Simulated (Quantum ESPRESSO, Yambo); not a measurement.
A convergence test on BN (P6_3mc).

The database entry behind the starting cell has ideal inner coordinates that were not refined, so it need not match the best structure at room temperature.

```
B N
1.0
     2.53600    0.00000    0.00000
    -1.26800    2.19624    0.00000
     0.00000    0.00000    4.19900
B N
2 2
Direct
  0.66667 0.33333 0.00000
  0.33333 0.66667 0.50000
  0.66667 0.33333 0.37500
  0.33333 0.66667 0.87500
```

The cell and positions come from the Crystallography Open Database and are kept as given unless a step says otherwise. This is not the form that BN usually takes at ambient conditions.

Program: Yambo 5.3.0; PBE start, 6×6×4 mesh, Godby-Needs plasmon pole.

```csv
bands,screening cutoff (eV),gap on the mesh (eV)
77,210.9,6.697
283,210.9,6.805
77,353.7,6.726
```

If the two steps added up, what gap would 283 bands at 353.7 eV give? Do they add up?

From the first row, the second adds +0.108 eV and the third +0.029 eV, so the sum predicts 6.697 +0.108 +0.029 = 6.834 eV. The run gave 6.891 eV, +0.057 eV from that. They don't add up: at the higher cutoff the same bands are worth +0.165 eV. High empty states act through short-wavelength screening, so a band sum at a low cutoff levels off early.

Limits: short of the basis limit; coarse k mesh.

[Long decimals in the printed logs are rounded to 6 places.]

[Logs are printed without paths, hosts, clocks, repeated set-up lines and the standing remarks that a program may print on its own settings, such as how far it seeks lower states.]

[Paths, hosts, dates, memory and timing lines, banners, echoed tables and standing remarks are left out of the program output; an Ansatz launch command may be rebuilt from the run's recorded settings. Measured values are a selection of at most five: reports struck by readers or far from the other reports are left out. None is set beside runs whose start may be inverted or whose files or cutoffs have a known fault.]

[Runs of the session that timed out or met a known fault of the program may be left out.]

[Hosts, paths, dates, database ids (printed as entryN), source tags and the programs' standing remarks are cut or masked in the printed files.]
